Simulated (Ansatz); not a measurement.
## Changed inputs in constrained RPA: NaNiCl3 (cubic perovskite) (Pm-3m)

Aim: hold the target of a cRPA run on NaNiCl3 (cubic perovskite) (Pm-3m) and move one thing at a time.

Method: constrained RPA on PBEsol, plane waves, PAW, in Ansatz 0.2.0.

This is a report of a sequence of runs, with most program output left out.

The structure was built from a prototype and need not be the compound's stable phase.

**1. The starting structure**

The structure is cubic, space group Pm-3m (No. 221). The conventional cell has a = 4.621 Å, b = 4.621 Å, c = 4.621 Å, α = 90.00°, β = 90.00°, γ = 90.00°. Nearest to Na lie 12 Cl at 3.27 Å. Nearest to Ni lie 6 Cl at 2.31 Å. Nearest to Cl lie 2 Ni at 2.31 Å and 4 Na at 3.27 Å. Farther neighbours and most contacts between anions are not listed.

The structure was relaxed with PBEsol. The structure type comes from a generator and need not be one that this composition takes. The structure was generated from a model, not taken from a measurement. The runs that relaxed it are not among those shown. The program's search for lower electronic states was switched off, so nothing shows that the state found is the lowest. The default PAW set here is soft_2. Its files were made with PBE.

**2. Base: Ni d, bands v4 to c1, 4×4×4 mesh, medium accuracy**

Constrained RPA screens the interaction with every transition except those inside the target bands, which a later many-body model would treat itself.

input.yaml

```yaml
crystal:
  lattice:
    - [0.0, -4.6208549, 0.0]
    - [0.0, 0.0, 4.6208549]
    - [-4.6208549, 0.0, 0.0]
  atoms:
    - { symbol: Na, position: [0.0, 0.0, 0.0] }
    - { symbol: Ni, position: [0.5, 0.5, 0.5] }
    - { symbol: Cl, position: [0.5, 0.5, 0.0] }
    - { symbol: Cl, position: [0.5, 0.0, 0.5] }
    - { symbol: Cl, position: [0.0, 0.5, 0.5] }
kpoints:
  mp_grid: { grid: [6, 6, 6] }
hamiltonian:
  xc: pbesol
scf:
  occupations: { method: gaussian, width: 0.08 }
  n_extra_bands: 19
  max_iter: 150
  lower_state_search: "off"
output:
  crpa:
    kmesh: [4, 4, 4]
    target_bands: [v4, c1]
    projections: [{ species: Ni, l: d, shell: 3 }]
  local_orbitals:
    kmesh: [8, 8, 8]
    orbitals: [{ species: Ni, l: d, shell: 3 }]
    window: { bands: [v4, c1] }
    seedname: lo
```

Launch:

```
$ ansatz run input.yaml --threads 4 --pin off --max-ram 9216MiB --backend cpu --events-out ev --progress --plain --runs-dir out
```

It took 64 s on 4 threads of Intel Xeon 6975P-C (Granite Rapids), shared host; peak memory 0.77 GiB.

Numbers from this step:

```
U                                                 : 4.374 eV
U prime (inter-orbital)                           : 3.412 eV
J                                                 : 0.4676 eV
bare V                                            : 18.41 eV
bare J                                            : 0.5887 eV
stated bound on U                                 : 0.004755 eV
U over bare V                                     : 0.2376
electrons in the window                           : 8.000
head of the constrained inverse dielectric matrix : 0.2990
least eigenvalue of the projection's overlap      : 0.5268
target functions                                  : 5
bands in the sums                                 : 50
r.m.s. miss of the model bands                    : 0.004998 eV
width of the target bands                         : 3.195 eV
weight of the projected orbitals in the window    : 0.7684
```

On the Ni d shell, screening brings the on-site interaction from 18.4 eV down to U = 4.37 eV.

**3. Changed: 2×2×2 mesh**

Edit input.yaml of step 2 so:

```diff
@@ -22,9 +22,4 @@
   crpa:
-    kmesh: [4, 4, 4]
+    kmesh: [2, 2, 2]
     target_bands: [v4, c1]
     projections: [{ species: Ni, l: d, shell: 3 }]
-  local_orbitals:
-    kmesh: [8, 8, 8]
-    orbitals: [{ species: Ni, l: d, shell: 3 }]
-    window: { bands: [v4, c1] }
-    seedname: lo
```

Run time: 9.6 s. Hardware: 4 threads; peak memory 0.66 GiB.

Numbers from this step:

- U: 5.266 eV
- U prime (inter-orbital): 4.192 eV
- J: 0.5266 eV
- bare V: 20.21 eV
- bare J: 0.6553 eV
- stated bound on U: 0.01269 eV
- U over bare V: 0.2606
- electrons in the window: 8.000
- head of the constrained inverse dielectric matrix: 0.2493
- least eigenvalue of the projection's overlap: 0.5268
- target functions: 5
- bands in the sums: 50
- width of the target bands: 3.195 eV
- weight of the projected orbitals in the window: 0.7684

On the Ni d shell, screening brings the on-site interaction from 20.2 eV down to U = 5.27 eV.

**4. Changed: 6×6×6 mesh**

Edit input.yaml of step 3 so:

```diff
@@ -22,3 +22,3 @@
   crpa:
-    kmesh: [2, 2, 2]
+    kmesh: [6, 6, 6]
     target_bands: [v4, c1]
```

It took 8.3 min on 4 threads; peak memory 1.1 GiB; 29 min of CPU time.

This step gave:

```yaml
u: 4.301 eV
u_prime_inter_orbital: 3.353 eV
j: 0.4604 eV
bare_v: 18.16 eV
bare_j: 0.5801 eV
stated_bound_on_u: 0.004733 eV
u_over_bare_v: 0.2368
electrons_in_the_window: 8.000
head_of_the_constrained_inverse_dielectric_matrix: 0.3022
least_eigenvalue_of_the_projection_s_overlap: 0.5268
target_functions: 5
bands_in_the_sums: 50
width_of_the_target_bands: 3.195 eV
weight_of_the_projected_orbitals_in_the_window: 0.7684
```

On the Ni d shell, screening brings the on-site interaction from 18.2 eV down to U = 4.30 eV.

**5. Changed: sums over states on smooth products**

Edit input.yaml of step 4 so:

```diff
@@ -22,4 +22,8 @@
   crpa:
-    kmesh: [6, 6, 6]
+    kmesh: [4, 4, 4]
     target_bands: [v4, c1]
     projections: [{ species: Ni, l: d, shell: 3 }]
+    accuracy: sum_over_states
+    pair_densities: pseudo
+    n_empty_bands: 48
+    ecut_chi: 136
```

Run time: 5.2 s. Hardware: 4 threads; peak memory 0.59 GiB.

This variant gives U = 4.97 eV against 4.37 eV. It is a finite sum over empty states with no bound on its error and stays out of the table below.

**6. Changed: smooth pair densities**

Edit input.yaml of step 5 so:

```diff
@@ -25,5 +25,2 @@
     projections: [{ species: Ni, l: d, shell: 3 }]
-    accuracy: sum_over_states
     pair_densities: pseudo
-    n_empty_bands: 48
-    ecut_chi: 136
```

The job ended after 68 s (4 threads; peak memory 0.69 GiB; 4.1 min of CPU time).

This step gave:

```yaml
u: 4.435 eV
u_prime_inter_orbital: 3.402 eV
j: 0.5046 eV
bare_v: 18.41 eV
bare_j: 0.5887 eV
stated_bound_on_u: 0.003266 eV
u_over_bare_v: 0.2410
electrons_in_the_window: 8.000
head_of_the_constrained_inverse_dielectric_matrix: 0.2995
least_eigenvalue_of_the_projection_s_overlap: 0.5268
target_functions: 5
bands_in_the_sums: 50
width_of_the_target_bands: 3.195 eV
weight_of_the_projected_orbitals_in_the_window: 0.7684
```

On the Ni d shell, screening brings the on-site interaction from 18.4 eV down to U = 4.44 eV.

**7. Changed: volume +6 %**

The cell differs from the one that the last finished run ended in (a 4.621 → 4.711 Å, b 4.621 → 4.711 Å, c 4.621 → 4.711 Å).

input.yaml, the sections that differ from step 6:

```yaml
crystal:
  lattice:
    - [0.0, -4.7114829066, 0.0]
    - [0.0, 0.0, 4.7114829066]
    - [-4.7114829066, 0.0, 0.0]
  atoms:
    - { symbol: Na, position: [0.0, 0.0, 0.0] }
    - { symbol: Ni, position: [0.5, 0.5, 0.5] }
    - { symbol: Cl, position: [0.5, 0.5, 0.0] }
    - { symbol: Cl, position: [0.5, 0.0, 0.5] }
    - { symbol: Cl, position: [0.0, 0.5, 0.5] }
output:
  crpa:
    kmesh: [4, 4, 4]
    target_bands: [v4, c1]
    projections: [{ species: Ni, l: d, shell: 3 }]
  local_orbitals:
    kmesh: [8, 8, 8]
    orbitals: [{ species: Ni, l: d, shell: 3 }]
    window: { bands: [v4, c1] }
    seedname: lo
# kpoints, hamiltonian, scf: as in step 6
```

Wall time 73 s (4 threads); peak memory 0.79 GiB; 4.5 min of CPU time.

This step gave:

```yaml
u: 4.423 eV
u_prime_inter_orbital: 3.442 eV
j: 0.4784 eV
bare_v: 18.71 eV
bare_j: 0.6018 eV
stated_bound_on_u: 0.004862 eV
u_over_bare_v: 0.2364
electrons_in_the_window: 8.000
head_of_the_constrained_inverse_dielectric_matrix: 0.3026
least_eigenvalue_of_the_projection_s_overlap: 0.5375
target_functions: 5
bands_in_the_sums: 50
r_m_s_miss_of_the_model_bands: 0.003785 eV
width_of_the_target_bands: 2.864 eV
weight_of_the_projected_orbitals_in_the_window: 0.7810
```

On the Ni d shell, screening brings the on-site interaction from 18.7 eV down to U = 4.42 eV.

**8. Changed: volume -3 %**

The cell differs from the one that the last finished run ended in (a 4.711 → 4.574 Å, b 4.711 → 4.574 Å, c 4.711 → 4.574 Å).

Edit input.yaml of step 7 so:

```diff
@@ -2,5 +2,5 @@
   lattice:
-    - [0.0, -4.7114829066, 0.0]
-    - [0.0, 0.0, 4.7114829066]
-    - [-4.7114829066, 0.0, 0.0]
+    - [0.0, -4.5741764066, 0.0]
+    - [0.0, 0.0, 4.5741764066]
+    - [-4.5741764066, 0.0, 0.0]
   atoms:
```

Run time: 73 s. Hardware: 4 threads; peak memory 0.76 GiB.

This step gave:

* U: 4.339 eV
* U prime (inter-orbital): 3.389 eV
* J: 0.4612 eV
* bare V: 18.23 eV
* bare J: 0.5810 eV
* stated bound on U: 0.004619 eV
* U over bare V: 0.2381
* electrons in the window: 8.000
* head of the constrained inverse dielectric matrix: 0.2969
* least eigenvalue of the projection's overlap: 0.5208
* target functions: 5
* bands in the sums: 50
* r.m.s. miss of the model bands: 0.005994 eV
* width of the target bands: 3.382 eV
* weight of the projected orbitals in the window: 0.7608

On the Ni d shell, screening brings the on-site interaction from 18.2 eV down to U = 4.34 eV.

**9. Side by side**

Times are wall times on 4 threads of Intel Xeon 6975P-C (Granite Rapids), shared host, good to a factor of about two.

```csv
run,bare V (eV),U (eV),J (eV),bound on U (eV),width (eV),time
target window,18.41,4.374,0.468,0.0048,3.19,64 s
2×2×2 mesh,20.21,5.266,0.527,0.0127,3.19,9.6 s
6×6×6 mesh,18.16,4.301,0.460,0.0047,3.19,8.3 min
smooth pair densities,18.41,4.435,0.505,0.0033,3.19,68 s
volume +6 %,18.71,4.423,0.478,0.0049,2.86,73 s
volume -3 %,18.23,4.339,0.461,0.0046,3.38,73 s
```

**10. What came out**

- target window: U 4.37 eV, J 0.47 eV
- 2×2×2 mesh: U 5.27 eV, J 0.53 eV
- 6×6×6 mesh: U 4.30 eV, J 0.46 eV
- smooth pair densities: U 4.44 eV, J 0.50 eV
- volume +6 %: U 4.42 eV, J 0.48 eV
- volume -3 %: U 4.34 eV, J 0.46 eV

**Reading.** 2×2×2 mesh moves U by +0.89 eV at 0.15 times the time. 6×6×6 mesh moves U by −0.07 eV at 7.8 times the time. Smooth pair densities moves U by +0.06 eV. Volume +6 % moves U by +0.05 eV. Volume -3 % moves U by −0.03 eV. The printed bound covers the solver alone, not the mesh. The parent state is non-magnetic and the interaction static (zero frequency); U depends on the window and the orbitals, so it belongs to this model alone.

[Paths, hosts, dates, memory and timing lines, banners, echoed tables and standing remarks are left out of the program output.]

[Logs are printed without paths, hosts, clocks, repeated set-up lines and the standing remarks that a program may print on its own settings, such as how far it seeks lower states.]

[Runs of the session that timed out or met a known fault of the program may be left out.]

[Hosts, paths, dates, database ids (printed as entryN), source tags and the programs' standing remarks are cut or masked in the printed files.]
